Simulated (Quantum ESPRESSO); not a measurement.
## Ca2Si (Fm-3m): a mode Grüneisen parameter, worked out

Aim: the Grüneisen parameter and the pressure coefficient of an optical mode of Ca2Si (Fm-3m).

Method: DFT LDA, scalar-relativistic, plane waves, JTH PAW pseudopotentials, in Quantum ESPRESSO 7.5.

### 1. The relaxed structure

The structure is cubic, space group Fm-3m (No. 225). Conventional cell: a = 7.001 Å, b = 7.001 Å, c = 7.001 Å, α = 90.00°, β = 90.00°, γ = 90.00°. Ca has 4 Si at 3.03 Å nearest. Si has 8 Ca at 3.03 Å nearest. Farther neighbours are not listed.

Coordinates:

```cif
data_structure
_symmetry_space_group_name_H-M 'Fm-3m'
_symmetry_Int_Tables_number 225
_cell_length_a 7.0013
_cell_length_b 7.0013
_cell_length_c 7.0013
_cell_angle_alpha 90.000
_cell_angle_beta 90.000
_cell_angle_gamma 90.000
_cell_volume 343.20
loop_
_atom_site_label
_atom_site_type_symbol
_atom_site_symmetry_multiplicity
_atom_site_Wyckoff_symbol
_atom_site_fract_x
_atom_site_fract_y
_atom_site_fract_z
_atom_site_occupancy
Ca1 Ca 8 c 0.25000 0.25000 0.75000 1
Si1 Si 4 a 0.00000 0.00000 0.00000 1
```

This is the cell after its relaxation at this level of theory, not the database cell from which that began.

### 2. Runs at several volumes

The relaxed cell is scaled uniformly; in this structure symmetry fixes all atoms, so nothing has to be relaxed anew. Each volume gets a ground state and a response at Γ. The mode followed is the highest one without the macroscopic field, of symmetry T1u; longitudinal polar modes lie higher. Cutoff 50 Ry, k mesh 8×8×8.

From the response at V/V₀ = 0.94:

Output:

```text
[banners, grids, parts of the stress and lines that vanish by symmetry left out]
Program PHONON v.7.5
     Reading xml data from directory:

[...]
Exchange-correlation= PW
                           (   1   4   0   0   0   0   0)
[...]
kinetic-energy cut-off    =      50.0000  Ry
     charge density cut-off    =     400.0000  Ry
     convergence threshold     =      1.0E-18
[...]
Exchange-correlation= PW
                           (   1   4   0   0   0   0   0)
[...]
q = (   0.0000000   0.0000000   0.0000000 )
     49 Sym.Ops. (with q -> -q+G )
     G cutoff =  850.9731  (  73601 G-vectors)     FFT grid: ( 60, 60, 60)
     G cutoff =  425.4865  (  25893 G-vectors)  smooth grid: ( 45, 45, 45)
     number of k points=    29
[...]
Mode symmetry, O_h (m-3m)  point group:
[...]
Dielectric constant
[...]
End of electric fields calculation
          Dielectric constant in cartesian axis
          (      19.428185645      -0.000000000      -0.000000000 )
          (      -0.000000000      19.428185645       0.000000000 )
          (       0.000000000       0.000000000      19.428185645 )
          Effective charges (d Force / dE) in cartesian axis without acoustic sum rule applied (asr)
           atom    1  Ca    Mean Z*:        2.09813
      Ex  (        2.09813       -0.00000       -0.00000 )
      Ey  (       -0.00000        2.09813       -0.00000 )
      Ez  (       -0.00000        0.00000        2.09813 )
           atom    2  Ca    Mean Z*:        2.09813
      Ex  (        2.09813        0.00000       -0.00000 )
      Ey  (       -0.00000        2.09813       -0.00000 )
      Ez  (        0.00000       -0.00000        2.09813 )
           atom    3  Si    Mean Z*:       -4.22584
      Ex  (       -4.22584       -0.00000       -0.00000 )
      Ey  (       -0.00000       -4.22584        0.00000 )
      Ez  (       -0.00000        0.00000       -4.22584 )
          Effective charges Sum: Mean:       -0.02958
[...]
Effective charges (d Force / dE) in cartesian axis with asr applied:
           atom    1  Ca    Mean Z*:        2.10799
[...]
atom    2  Ca    Mean Z*:        2.10799
[...]
atom    3  Si    Mean Z*:       -4.21598
[...]
Representation #   1 modes #   1   2   3
[...]
End of self-consistent calculation
     Convergence has been achieved
     Representation #   2 modes #   4   5   6
[...]
End of self-consistent calculation
     Convergence has been achieved
     Representation #   3 modes #   7   8   9
[...]
End of self-consistent calculation
     Convergence has been achieved
[...]
Dielectric constant in cartesian axis
          (      19.428185645      -0.000000000      -0.000000000 )
          (      -0.000000000      19.428185645       0.000000000 )
          (       0.000000000       0.000000000      19.428185645 )
          Effective charges (d Force / dE) in cartesian axis without acoustic sum rule applied (asr)
           atom    1  Ca    Mean Z*:        2.09813
      Ex  (        2.09813       -0.00000       -0.00000 )
      Ey  (       -0.00000        2.09813       -0.00000 )
      Ez  (       -0.00000        0.00000        2.09813 )
           atom    2  Ca    Mean Z*:        2.09813
      Ex  (        2.09813        0.00000       -0.00000 )
      Ey  (       -0.00000        2.09813       -0.00000 )
      Ez  (        0.00000       -0.00000        2.09813 )
           atom    3  Si    Mean Z*:       -4.22584
      Ex  (       -4.22584       -0.00000       -0.00000 )
      Ey  (       -0.00000       -4.22584        0.00000 )
      Ez  (       -0.00000        0.00000       -4.22584 )
          Effective charges Sum: Mean:       -0.02958
[...]
Effective charges (d Force / dE) in cartesian axis with asr applied:
           atom    1  Ca    Mean Z*:        2.10799
[...]
atom    2  Ca    Mean Z*:        2.10799
[...]
atom    3  Si    Mean Z*:       -4.21598
[...]
q = (    0.000000000   0.000000000   0.000000000 )
[...]
freq (    1) =       0.098629 [THz] =       3.289895 [cm-1]
     freq (    2) =       0.098629 [THz] =       3.289895 [cm-1]
     freq (    3) =       0.098629 [THz] =       3.289895 [cm-1]
     freq (    4) =       6.254810 [THz] =     208.637993 [cm-1]
     freq (    5) =       6.254810 [THz] =     208.637993 [cm-1]
     freq (    6) =       6.254810 [THz] =     208.637993 [cm-1]
     freq (    7) =       7.537388 [THz] =     251.420212 [cm-1]
     freq (    8) =       7.537388 [THz] =     251.420212 [cm-1]
     freq (    9) =       7.537388 [THz] =     251.420212 [cm-1]
[...]
Mode symmetry, O_h (m-3m)  point group:
     freq (   1-   3) =          3.3  [cm-1]   --> T_1u G_15  G_4- I
     freq (   4-   6) =        208.6  [cm-1]   --> T_2g G_25' G_5+ R
     freq (   7-   9) =        251.4  [cm-1]   --> T_1u G_15  G_4- I

   JOB DONE.
```

One volume, V/V₀ = 0.97, is held back as a test.

| V/V₀ | volume (Å³/atom) | pressure (GPa) | ω (cm⁻¹) |
| --- | --- | --- | --- |
| 0.94 | 26.884 | 2.92 | 251.42 |
| 0.97 | 27.742 | 1.35 | held back |
| 1 | 28.600 | -0.01 | 228.60 |
| 1.03 | 29.458 | -1.18 | 217.69 |
| 1.06 | 30.316 | -2.20 | 207.12 |

### 3. The fit

The mode Grüneisen parameter is γ = −d ln ω / d ln V.

| ln(V/V₀) | ln ω |
| --- | --- |
| -0.0619 | 5.5271 |
| 0.0000 | 5.4320 |
| 0.0296 | 5.3831 |
| 0.0583 | 5.3333 |

A straight line through these points has the slope -1.607, so γ = 1.61; at V/V₀ = 0.97 it predicts ω = exp(5.4293 + 0.0489) = 239.43 cm⁻¹.

A parabola of pressure against ln V through V/V₀ = 0.97, 1 and 1.03 gives the bulk modulus B = −dP/d ln V = 42 GPa at V₀. With ω₀ from the fitted line the pressure coefficient follows as dω/dP = γ ω₀ / B = 1.61 × 228.0 / 42 = 8.71 cm⁻¹/GPa.

### 4. The run that was held back

Output:

```text
[banners, grids, parts of the stress and lines that vanish by symmetry left out]
[banner, memory and clock lines left out]
Program PHONON v.7.5

[...]
Exchange-correlation= PW
                           (   1   4   0   0   0   0   0)
[...]
kinetic-energy cut-off    =      50.0000  Ry
     charge density cut-off    =     400.0000  Ry
     convergence threshold     =      1.0E-18
[...]
Exchange-correlation= PW
                           (   1   4   0   0   0   0   0)
[...]
q = (   0.0000000   0.0000000   0.0000000 )
     49 Sym.Ops. (with q -> -q+G )
     G cutoff =  868.9839  (  75745 G-vectors)     FFT grid: ( 60, 60, 60)
     G cutoff =  434.4920  (  26813 G-vectors)  smooth grid: ( 45, 45, 45)
     number of k points=    29
[...]
Mode symmetry, O_h (m-3m)  point group:
[...]
Dielectric constant
[...]
End of electric fields calculation
          Dielectric constant in cartesian axis
          (      16.753455628       0.000000000       0.000000000 )
          (       0.000000000      16.753455628      -0.000000000 )
          (       0.000000000      -0.000000000      16.753455628 )
          Effective charges (d Force / dE) in cartesian axis without acoustic sum rule applied (asr)
           atom    1  Ca    Mean Z*:        2.02053
      Ex  (        2.02053       -0.00000       -0.00000 )
      Ey  (       -0.00000        2.02053       -0.00000 )
      Ez  (       -0.00000       -0.00000        2.02053 )
           atom    2  Ca    Mean Z*:        2.02053
      Ex  (        2.02053        0.00000        0.00000 )
[...]
(       0.000000000      -0.000000000      16.753455628 )
          Effective charges (d Force / dE) in cartesian axis without acoustic sum rule applied (asr)
           atom    1  Ca    Mean Z*:        2.02053
      Ex  (        2.02053       -0.00000       -0.00000 )
      Ey  (       -0.00000        2.02053       -0.00000 )
      Ez  (       -0.00000       -0.00000        2.02053 )
           atom    2  Ca    Mean Z*:        2.02053
      Ex  (        2.02053        0.00000        0.00000 )
      Ey  (       -0.00000        2.02053        0.00000 )
      Ez  (        0.00000        0.00000        2.02053 )
           atom    3  Si    Mean Z*:       -4.06669
      Ex  (       -4.06669       -0.00000       -0.00000 )
      Ey  (       -0.00000       -4.06669        0.00000 )
      Ez  (       -0.00000        0.00000       -4.06669 )
          Effective charges Sum: Mean:       -0.02563
[...]
Effective charges (d Force / dE) in cartesian axis with asr applied:
           atom    1  Ca    Mean Z*:        2.02907
[...]
atom    2  Ca    Mean Z*:        2.02907
[...]
atom    3  Si    Mean Z*:       -4.05814
[...]
q = (    0.000000000   0.000000000   0.000000000 )
[...]
freq (    1) =       0.088039 [THz] =       2.936662 [cm-1]
     freq (    2) =       0.088039 [THz] =       2.936662 [cm-1]
     freq (    3) =       0.088039 [THz] =       2.936662 [cm-1]
     freq (    4) =       6.054057 [THz] =     201.941611 [cm-1]
     freq (    5) =       6.054057 [THz] =     201.941611 [cm-1]
     freq (    6) =       6.054057 [THz] =     201.941611 [cm-1]
     freq (    7) =       7.190542 [THz] =     239.850657 [cm-1]
     freq (    8) =       7.190542 [THz] =     239.850657 [cm-1]
     freq (    9) =       7.190542 [THz] =     239.850657 [cm-1]
[...]
Mode symmetry, O_h (m-3m)  point group:
     freq (   1-   3) =          2.9  [cm-1]   --> T_1u G_15  G_4- I
     freq (   4-   6) =        201.9  [cm-1]   --> T_2g G_25' G_5+ R
     freq (   7-   9) =        239.9  [cm-1]   --> T_1u G_15  G_4- I
```

It gives 239.85 cm⁻¹ against the predicted 239.43 cm⁻¹, a miss of 0.4 cm⁻¹.

### 5. What came out

```
mode Grüneisen parameter : 1.607
bulk modulus             : 42.1 GPa
pressure coefficient     : 8.71 cm⁻¹/GPa
```

The highest optical mode of Ca2Si (Fm-3m) without the LO-TO term stiffens by 8.71 cm⁻¹ a GPa near the relaxed volume, with γ = 1.61. The power law meets all 5 runs within 0.27 %; between neighbouring volumes γ runs from 1.50 to 1.73. Such a coefficient turns a measured shift of this mode into a hydrostatic stress; uniaxial or biaxial stress splits the mode and needs deformation potentials. These are harmonic values at zero temperature for the structure held cubic, which a run at Γ can't show to be stable; the bulk modulus rests on three points.

[Host names and launcher messages were left out of these logs when they were recorded.]

[Logs are printed without paths, hosts, clocks, repeated set-up lines and the standing remarks that a program may print on its own settings, such as how far it seeks lower states.]

[Hosts, paths, dates, database ids (printed as entryN), source tags and the programs' standing remarks are cut or masked in the printed files.]
